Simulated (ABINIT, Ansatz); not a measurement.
# BaTiO3 (P4mm): bands and cutoff in G0W0 with ABINIT

Wanted: a converged G0W0 gap of BaTiO3 (P4mm), or an estimate of the limit.

Program: ABINIT 10.8.3. Level of theory: PBE and many-body steps on it, plane waves. Results are calculated unless marked as measured.

The database entry behind the starting cell differs from later determinations by our own check (c/a about 0.6 % short), so it need not match the best structure at ambient conditions.

### 1. The structure

Symmetry: P4mm, No. 99, tetragonal system. Conventional cell: a = 4.000 Å, b = 4.000 Å, c = 4.018 Å, α = 90.00°, β = 90.00°, γ = 90.00°. Nearest to Ba lie 12 O at 2.79 to 2.88 Å. Nearest to Ti lie 6 O at 1.89 to 2.13 Å. O has 2 Ti at 1.89 to 2.13 Å and 4 Ba at 2.83 Å nearest. Nearest to O lie 2 Ti at 2.00 Å and 4 Ba at 2.79 to 2.88 Å. Farther neighbours and most contacts between anions are not listed.

Structure file:

```cif
data_structure
_symmetry_space_group_name_H-M 'P4mm'
_symmetry_Int_Tables_number 99
_cell_length_a 3.9998
_cell_length_b 3.9998
_cell_length_c 4.0180
_cell_angle_alpha 90.000
_cell_angle_beta 90.000
_cell_angle_gamma 90.000
_cell_volume 64.28
loop_
_atom_site_label
_atom_site_type_symbol
_atom_site_symmetry_multiplicity
_atom_site_Wyckoff_symbol
_atom_site_fract_x
_atom_site_fract_y
_atom_site_fract_z
_atom_site_occupancy
Ba1 Ba 1 a 0.00000 0.00000 0.00000 1
Ti1 Ti 1 b 0.50000 0.50000 0.49000 1
O1 O 1 b 0.50000 0.50000 0.01900 1
O2 O 2 c 0.50000 0.00000 0.51700 1
```

The cell and positions come from the Crystallography Open Database and are kept as given unless a step says otherwise. Spin-orbit coupling is left out unless a step names it.

### 2. Empty states on the mesh, 4×4×4 mesh, 440 bands

This step: ABINIT 10.8.3; DFT, PBE, plane waves, norm-conserving pseudopotentials.

The sums over transitions need many empty states on a uniform mesh; this step solves for them.

run.abi reads:

```
acell 3*1.0 Angstrom
rprim 
  3.999800000000 0.000000000000 0.000000000000
  0.000000000000 3.999800000000 0.000000000000
  0.000000000000 0.000000000000 4.018000000000
ntypat 3
znucl 56 22 8
natom 5
typat 1 2 3 3 3
xred 
  0.000000000000 0.000000000000 0.000000000000
  0.500000000000 0.500000000000 0.490000000000
  0.500000000000 0.500000000000 0.019000000000
  0.500000000000 0.000000000000 0.517000000000
  0.000000000000 0.500000000000 0.517000000000
pp_dirpath "pseudos"
pseudos "Ba.upf, Ti.upf, O.upf"
ecut 38
ngkpt 4 4 4
nshiftk 1
shiftk 0 0 0
kptopt 1
chksymbreak 0
irdden 1
istwfk *1
nband 440
prtvol 0
optdriver 6
gwr_task "HDIAGO"
paral_kgb 0
occopt 1
indata_prefix "in"
outdata_prefix "out"
tmpdata_prefix "tmp"
```

Started as:

```console
OMP_NUM_THREADS=1 mpirun -n 16 abinit run.abi > log
```

Output:

```text
.Version 10.8.3 of ABINIT. v10.8.2 released Aug 2026.

 Symmetries : space group P4 m m (# 99); Bravais tP (primitive tetrag.)
[... echo of the input left out ...]
== DATASET  1 ==================================================================
-   mpi_nproc: 16, omp_nthreads: 1 (-1 if OMP is not activated)

--- !DatasetInfo
iteration_state: {dtset: 1, }
dimensions: {natom: 5, nkpt: 18, mband: 440, nsppol: 1, nspinor: 1, nspden: 1, mpw: 4929, }
cutoff_energies: {ecut:  38.0, pawecutdg:  -1.0, }
[...]
Indirect band gap semiconductor
 Fundamental gap:     1.826 (eV)
   VBM:     6.633 (eV) at k: [ 5.0000E-01,  5.0000E-01,  5.0000E-01]
   CBM:     8.459 (eV) at k: [ 0.0000E+00,  0.0000E+00,  0.0000E+00]
 Direct gap:         2.106 (eV) at k: [ 0.0000E+00,  0.0000E+00,  0.0000E+00]

== END DATASET(S) ==============================================================
================================================================================

 -outvars: echo values of variables after computation  --------
           etotal      0.0000000000E+00
            nband         440
             nkpt          18
          spgroup          99
 [... the other variables as echoed above ...]

 Calculation completed.
```

Wall time 7.3 min (16 MPI ranks of Arm Neoverse N1, shared host); peak memory 21 GiB; 1.9 h of CPU time.

This step gave:

| Quantity | Value |
| --- | --- |
| gap | 1.826 eV |
| k of the valence top | 0.5, 0.5, 0.5 |
| k of the conduction bottom | 0, 0, 0 |
| least direct gap | 2.106 eV |
| k points computed | 18 |
| lowest point of the top converged band, above the valence top | 184.4447 eV |

On this mesh the gap is 1.826 eV.

The density comes from a self-consistent run that is not shown.

### 3. Screening, 4×4×4 mesh, 71 bands, screening to 95.2 eV

The RPA dielectric matrix is built and inverted for each q.

This step: RPA screening on PBE, plane waves, norm-conserving pseudopotentials.

Changes to run.abi since step 2:

```diff
@@ -23,10 +23,11 @@
 chksymbreak 0
-irdden 1
 istwfk *1
-nband 440
-prtvol 0
-optdriver 6
-gwr_task "HDIAGO"
-paral_kgb 0
 occopt 1
+irdwfk 1
+optdriver 3
+nband 71
+ecuteps 3.5
+inclvkb 2
+awtr 1
+symchi 1
 indata_prefix "in"
```

Output:

```text
.Version 10.8.3 of ABINIT. v10.8.2 released Aug 2026.

 Symmetries : space group P4 m m (# 99); Bravais tP (primitive tetrag.)
[... echo of the input left out ...]
== DATASET  1 ==================================================================
-   mpi_nproc: 16, omp_nthreads: 1 (-1 if OMP is not activated)

--- !DatasetInfo
iteration_state: {dtset: 1, }
dimensions: {natom: 5, nkpt: 18, mband: 71, nsppol: 1, nspinor: 1, nspden: 1, mpw: 4929, }
cutoff_energies: {ecut:  38.0, pawecutdg:  -1.0, }
electrons: {nelect:   4.00000000E+01, charge:   0.00000000E+00, occopt:   1.00000000E+00, tsmear:   1.00000000E-02, }

 SCREENING: Calculation of the susceptibility and dielectric matrices

 Based on a program developped by R.W. Godby, V. Olevano, G. Onida, and L. Reining.
 Incorporated in ABINIT by V. Olevano, G.-M. Rignanese, and M. Torrent.
.Using double precision arithmetic ; gwpc =  8

[... cell and pseudopotentials left out ...]
--------------------------------------------------------------------------------

 ==== K-mesh for the wavefunctions ====
 Number of points in the irreducible wedge :    18
[... list of points left out ...]
 Together with  8 symmetry operations and time-reversal symmetry
 yields    64 points in the full Brillouin Zone.

 ==== Q-mesh for the screening function ====
 Number of points in the irreducible wedge :    18
[... list of points left out ...]
 Together with  8 symmetry operations and time-reversal symmetry
 yields    64 points in the full Brillouin Zone.

 setmesh: FFT mesh size selected  =    27x   27x   27
          total number of points  =        19683

 vcoul_init : cutoff-mode = AUXILIARY_FUNCTION
 q-points for optical limit:   1
     1)      0.000010    0.000020    0.000030

- screening: taking advantage of time-reversal symmetry
- Maximum band index for partially occupied states nbvw = 20
- Remaining bands to be divided among processors   nbcw = 51
- Number of bands treated by each node ~3

 Number of electrons calculated from density =   40.0000; Expected =   40.0000
 average of density, n =  0.092210
 r_s =    1.3731
 omega_plasma =   29.2917 [eV]

 calculating chi0 at frequencies [eV] :
  1    0.000000E+00    0.000000E+00
  2    0.000000E+00    2.929166E+01

--------------------------------------------------------------------------------
  q-point number  1        q = ( 0.000000, 0.000000, 0.000000) [r.l.u.]
--------------------------------------------------------------------------------
[... chi0 elements left out ...]
 For q-point:  0.000010 0.000020 0.000030
  dielectric constant =   6.2301
  dielectric constant without local fields =   6.7149

  Average fulfillment of the sum rule on Im[epsilon] for q-point    1 :     48.10  [%]
[... wings left out ...]
  q-point number  2        q = ( 0.250000, 0.000000, 0.000000) [r.l.u.]
--------------------------------------------------------------------------------
[... chi0 elements left out ...]
  Average fulfillment of the sum rule on Im[epsilon] for q-point    2 :     65.33  [%]

 [... 16 further q-points ...]
```

Run time: 82 s. Hardware: 16 MPI ranks; peak memory 4.1 GiB; 22 min of CPU time.

Numbers from this step:

```
ε∞ with local fields, on this mesh, along the program's q direction : 6.230
the same without local fields                                       : 6.715
plasma frequency                                                    : 29.29 eV
plane waves in the screening matrix                                 : 147
```

Local fields lower ε∞ by 7 %. On a Γ-centred mesh this coarse the value itself is usually too large, while a short band sum pulls it down.

### 4. 71 bands, 95.2 eV

The self-energy is evaluated for the states that the input lists, and the levels follow from it, in one-shot runs by the linearised quasiparticle equation.

This step: G0W0 on PBE, plane waves, norm-conserving pseudopotentials.

Changes to run.abi since step 3:

```diff
@@ -26,8 +26,17 @@
 irdwfk 1
-optdriver 3
+optdriver 4
 nband 71
+gwcalctyp 0
+ecutsigx 38
+symsigma 1
+nkptgw 2
+kptgw 
+  0.5000000000 0.5000000000 0.5000000000
+  0.0000000000 0.0000000000 0.0000000000
+bdgw 
+  18 23
+  19 23
 ecuteps 3.5
-inclvkb 2
-awtr 1
-symchi 1
+irdscr 1
+ppmodel 1
 indata_prefix "in"
```

Output:

```text
.Version 10.8.3 of ABINIT. v10.8.2 released Aug 2026.

 Symmetries : space group P4 m m (# 99); Bravais tP (primitive tetrag.)
[... echo of the input left out ...]
== DATASET  1 ==================================================================
-   mpi_nproc: 16, omp_nthreads: 1 (-1 if OMP is not activated)

--- !DatasetInfo
iteration_state: {dtset: 1, }
dimensions: {natom: 5, nkpt: 18, mband: 71, nsppol: 1, nspinor: 1, nspden: 1, mpw: 4929, }
cutoff_energies: {ecut:  38.0, pawecutdg:  -1.0, }
electrons: {nelect:   4.00000000E+01, charge:   0.00000000E+00, occopt:   1.00000000E+00, tsmear:   1.00000000E-02, }

 SIGMA: Calculation of the GW corrections

 Based on a program developped by R.W. Godby, V. Olevano, G. Onida, and L. Reining.
 Incorporated in ABINIT by V. Olevano, G.-M. Rignanese, and M. Torrent.
.Using double precision arithmetic ; gwpc =  8

[... cell and pseudopotentials left out ...]
--------------------------------------------------------------------------------

 ==== K-mesh for the wavefunctions ====
 Number of points in the irreducible wedge :    18
[... list of points left out ...]
 Together with  8 symmetry operations and time-reversal symmetry
 yields    64 points in the full Brillouin Zone.

 ==== Q-mesh for screening function ====
 Number of points in the irreducible wedge :    18
[... list of points left out ...]
 Together with  8 symmetry operations and time-reversal symmetry
 yields    64 points in the full Brillouin Zone.

 vcoul_init : cutoff-mode = AUXILIARY_FUNCTION
 q-points for optical limit:   1
     1)      0.000010    0.000020    0.000030
 setmesh: FFT mesh size selected  =    45x   45x   45
          total number of points  =        91125

 Number of electrons calculated from density =   40.0000; Expected =   40.0000
 average of density, n =  0.092210
 r_s =    1.3731
 omega_plasma =   29.2917 [eV]

 === KS Band Gaps ===
  >>>> For spin  1
   Minimum direct gap =   2.1061 [eV], located at k-point      :   0.0000  0.0000  0.0000
   Fundamental gap    =   1.8259 [eV], Top of valence bands at :   0.5000  0.5000  0.5000
                                       Bottom of conduction at :   0.0000  0.0000  0.0000
 SIGMA fundamental parameters:
 PLASMON POLE MODEL  1
 number of plane-waves for SigmaX                 4929
 number of plane-waves for SigmaC and W            147
 number of plane-waves for wavefunctions          4929
 number of bands                                    71
 number of independent spin polarizations            1
 number of spinorial components                      1
 number of k-points in IBZ                          18
 number of q-points in IBZ                          18
 number of symmetry operations                       8
 number of k-points in BZ                           64
 number of q-points in BZ                           64
 number of frequencies for dSigma/dE                 9
 frequency step for dSigma/dE [eV]                0.25
 number of omega for Sigma on real axis              0
 max omega for Sigma on real axis  [eV]           0.00
 zcut for avoiding poles [eV]                     0.10

 EPSILON^-1 parameters (SCR file):
 dimension of the eps^-1 matrix on file            147
 dimension of the eps^-1 matrix used               147
 number of plane-waves for wavefunctions          4929
 number of bands                                    71
 number of q-points in IBZ                          18
 number of frequencies                               2
 number of real frequencies                          1
 number of imag frequencies                          1

 matrix elements of self-energy operator (all in [eV])

 Perturbative Calculation

--- !SelfEnergy_ee
iteration_state: {dtset: 1, }
kpoint     : [   0.500,    0.500,    0.500, ]
spin       : 1
KS_gap     :    4.212
QP_gap     :    6.075
Delta_QP_KS:    1.864
data: !SigmaeeData |
     Band     E0 <VxcDFT>   SigX SigC(E0)      Z dSigC/dE  Sig(E)    E-E0       E
       18   6.549 -19.970 -25.000   5.316   0.764  -0.309 -19.751   0.218   6.767
       19   6.549 -19.970 -25.000   5.316   0.764  -0.309 -19.751   0.218   6.767
       20   6.633 -19.991 -25.032   5.350   0.763  -0.310 -19.755   0.236   6.869
       21  10.844 -21.880 -13.200  -5.847   0.741  -0.349 -19.780   2.100  12.944
       22  10.844 -21.880 -13.200  -5.847   0.741  -0.349 -19.780   2.100  12.944
       23  10.845 -21.881 -13.129  -5.943   0.743  -0.346 -19.794   2.087  12.932

--- !SelfEnergy_ee
iteration_state: {dtset: 1, }
kpoint     : [   0.000,    0.000,    0.000, ]
spin       : 1
KS_gap     :    2.106
QP_gap     :    3.629
Delta_QP_KS:    1.523
data: !SigmaeeData |
     Band     E0 <VxcDFT>   SigX SigC(E0)      Z dSigC/dE  Sig(E)    E-E0       E
       19   6.353 -20.076 -24.606   4.841   0.770  -0.299 -19.837   0.240   6.592
       20   6.353 -20.076 -24.606   4.841   0.770  -0.299 -19.837   0.240   6.592
       21   8.459 -18.809 -11.399  -5.149   0.780  -0.283 -17.046   1.763  10.222
       22   8.671 -19.000 -11.886  -4.842   0.778  -0.285 -17.232   1.768  10.439
       23   8.671 -19.000 -11.886  -4.842   0.778  -0.285 -17.232   1.768  10.439

== END DATASET(S) ==============================================================
================================================================================

 -outvars: echo values of variables after computation  --------
           etotal      0.0000000000E+00
            nband          71
             nkpt          18
          spgroup          99
 [... the other variables as echoed above ...]

 Calculation completed.
```

Run time: 10 s. Hardware: 16 MPI ranks; peak memory 2.6 GiB.

This step gave:

```
G0W0 gap on the points computed              : 3.353 eV
starting gap on the mesh                     : 1.826 eV
k of the valence top                         : 0.5, 0.5, 0.5
k of the conduction bottom                   : 0, 0, 0
Z at the valence top                         : 0.763
Z at the conduction bottom                   : 0.78
least direct G0W0 gap on the computed points : 3.63 eV
```

The gap on the mesh goes from 1.83 eV to 3.35 eV, a correction of +1.53 eV.

### 5. Screening, 4×4×4 mesh, 188 bands, screening to 176.9 eV

This step: RPA screening on PBE, plane waves, norm-conserving pseudopotentials.

Changes to run.abi since step 4:

```diff
@@ -26,17 +26,8 @@
 irdwfk 1
-optdriver 4
-nband 71
-gwcalctyp 0
-ecutsigx 38
-symsigma 1
-nkptgw 2
-kptgw 
-  0.5000000000 0.5000000000 0.5000000000
-  0.0000000000 0.0000000000 0.0000000000
-bdgw 
-  18 23
-  19 23
-ecuteps 3.5
-irdscr 1
-ppmodel 1
+optdriver 3
+nband 188
+ecuteps 6.5
+inclvkb 2
+awtr 1
+symchi 1
 indata_prefix "in"
```

Output:

```text
.Version 10.8.3 of ABINIT. v10.8.2 released Aug 2026.

 Symmetries : space group P4 m m (# 99); Bravais tP (primitive tetrag.)
[... echo of the input left out ...]
== DATASET  1 ==================================================================
-   mpi_nproc: 16, omp_nthreads: 1 (-1 if OMP is not activated)

--- !DatasetInfo
iteration_state: {dtset: 1, }
dimensions: {natom: 5, nkpt: 18, mband: 188, nsppol: 1, nspinor: 1, nspden: 1, mpw: 4929, }
cutoff_energies: {ecut:  38.0, pawecutdg:  -1.0, }
electrons: {nelect:   4.00000000E+01, charge:   0.00000000E+00, occopt:   1.00000000E+00, tsmear:   1.00000000E-02, }

 SCREENING: Calculation of the susceptibility and dielectric matrices

 Based on a program developped by R.W. Godby, V. Olevano, G. Onida, and L. Reining.
 Incorporated in ABINIT by V. Olevano, G.-M. Rignanese, and M. Torrent.
.Using double precision arithmetic ; gwpc =  8

[... cell and pseudopotentials left out ...]
--------------------------------------------------------------------------------

 ==== K-mesh for the wavefunctions ====
 Number of points in the irreducible wedge :    18
[... list of points left out ...]
 Together with  8 symmetry operations and time-reversal symmetry
 yields    64 points in the full Brillouin Zone.

 ==== Q-mesh for the screening function ====
 Number of points in the irreducible wedge :    18
[... list of points left out ...]
 Together with  8 symmetry operations and time-reversal symmetry
 yields    64 points in the full Brillouin Zone.

 setmesh: FFT mesh size selected  =    30x   30x   30
          total number of points  =        27000

 vcoul_init : cutoff-mode = AUXILIARY_FUNCTION
 q-points for optical limit:   1
     1)      0.000010    0.000020    0.000030

- screening: taking advantage of time-reversal symmetry
- Maximum band index for partially occupied states nbvw = 20
- Remaining bands to be divided among processors   nbcw = 168
- Number of bands treated by each node ~10

 Number of electrons calculated from density =   40.0000; Expected =   40.0000
 average of density, n =  0.092210
 r_s =    1.3731
 omega_plasma =   29.2917 [eV]

 calculating chi0 at frequencies [eV] :
  1    0.000000E+00    0.000000E+00
  2    0.000000E+00    2.929166E+01

--------------------------------------------------------------------------------
  q-point number  1        q = ( 0.000000, 0.000000, 0.000000) [r.l.u.]
--------------------------------------------------------------------------------
[... chi0 elements left out ...]
 For q-point:  0.000010 0.000020 0.000030
  dielectric constant =   6.1776
  dielectric constant without local fields =   6.7445

  Average fulfillment of the sum rule on Im[epsilon] for q-point    1 :     75.14  [%]
[... wings left out ...]
  q-point number  2        q = ( 0.250000, 0.000000, 0.000000) [r.l.u.]
--------------------------------------------------------------------------------
[... chi0 elements left out ...]
  Average fulfillment of the sum rule on Im[epsilon] for q-point    2 :     84.01  [%]

 [... 16 further q-points ...]
```

It took 6.2 min on 16 MPI ranks; peak memory 5.9 GiB.

Numbers from this step:

| Property | Result |
| --- | --- |
| ε∞ with local fields, on this mesh, along the program's q direction | 6.178 |
| the same without local fields | 6.745 |
| plasma frequency | 29.29 eV |
| plane waves in the screening matrix | 341 |

[end of part 1 of 2]

[Paths, hosts, dates, memory and timing lines, banners, echoed tables and standing remarks are left out of the program output.]

[Logs are printed without paths, hosts, clocks, repeated set-up lines and the standing remarks that a program may print on its own settings, such as how far it seeks lower states.]

[Runs of the session that timed out or met a known fault of the program may be left out.]

[No measured gap is set beside runs whose start may be inverted or whose files or cutoffs have a known fault.]

[Hosts, paths, dates, database ids (printed as entryN), source tags and the programs' standing remarks are cut or masked in the printed files.]

[G0W0 gaps are taken among the corrected bands and points alone; a level outside them can change the order at an edge.]

[Where Ansatz stands beside ABINIT at settings called matched, ABINIT's density can come from a denser mesh and the files from another edition; pairs whose starting gaps differed by over 0.03 eV were left out, so agreement reads better than it is.]
